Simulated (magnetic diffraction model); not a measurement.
## Magnetic neutron pattern of K2FeAgF5

Space group P4/mbm (no. 127), a = 7.1110 Å, c = 6.1090 Å.

```
site  atom       x       y       z
  2a    Ag     1/2     1/2       0
  2d    Fe       0     1/2       0
  4h     K  0.8188  0.6812     1/2
  2b     F     1/2     1/2     1/2
  8k     F  0.8643  0.3643  0.2139
```

This is a made-up structure (elements placed in a structure type, unrelaxed), so the numbers test the method and describe no known phase.

Only Fe is taken to order (form factors of Fe2+); orders and moment sizes are assumed, and not adapted to the symmetry. Radiation: neutrons of λ = 2.567 Å, 3° to 80°; isotropic B of 0.24 Å² (Ag), 0.35 Å² (Fe), 0.33 Å² (K) and 0.51 Å² (F). Simulated constant-wavelength pattern: nuclear and magnetic terms add, the magnetic one as |2.695 fm × Σ f S⊥ exp(2πi Q·r) exp(−B s²)|², summed over all Q at one angle with the factor 1/(sin²θ cos θ). For collinear order S is the moment m, which repeats by lattice and centring translations R with the sign exp(−2πi k·R). Free-ion form factors, Sears's scattering lengths of 1992, no absorption; a label names one of the reflections at its angle. The strongest nuclear line in the range is 100, and lines under 0.2 are left out.

Assume the order k = (0 0 0), collinear moments along [101], 3.11 μB on Fe; signs + at (0, 1/2, 0), + at (1/2, 0, 0).

Predict the pattern, nuclear and magnetic parts apart.

| 2θ (°) | index | nuclear | magnetic |
| --- | --- | --- | --- |
| 24.26 | (0 0 1) | 11.4 | 7.2 |
| 29.58 | (1 1 0) | 22.3 | 11.4 |
| 38.61 | (1 1 1) | 34.3 | 11.2 |
| 42.32 | (2 0 0) | 25.1 | 4.9 |
| 47.61 | (2 1 0) | 32.1 | 0.0 |
| 49.38 | (2 0 1) | 41.9 | 6.2 |
| 49.69 | (0 0 2) | 3.6 | 1.3 |
| 54.13 | (2 1 1) | 29.4 | 0.0 |
| 58.90 | (1 1 2) | 15.0 | 3.5 |
| 61.40 | (2 2 0) | 46.1 | 1.8 |
| 67.02 | (2 2 1) | 6.2 | 2.7 |
| 67.28 | (2 0 2) | 48.1 | 2.5 |
| 69.61 | (3 1 0) | 38.6 | 2.5 |
| 71.27 | (2 1 2) | 100.0 | 0.0 |
| 74.92 | (3 1 1) | 20.0 | 4.0 |
| 78.14 | (0 0 3) | 3.7 | 0.4 |

The strongest magnetic line in the range is (1 1 0) at 29.58° (11.4). On top of the Lorentz factor, which all lines share, magnetic lines fade with angle because f falls: for Fe2+ it is 0.90, 0.68, 0.45 and 0.15 at sin θ/λ = 0.1, 0.2, 0.3 and 0.5 Å⁻¹, while nuclear lengths stay constant. The net moment is 6.22 μB a primitive cell.

[Logs are printed without paths, hosts, clocks, repeated set-up lines and the standing remarks that a program may print on its own settings, such as how far it seeks lower states.]
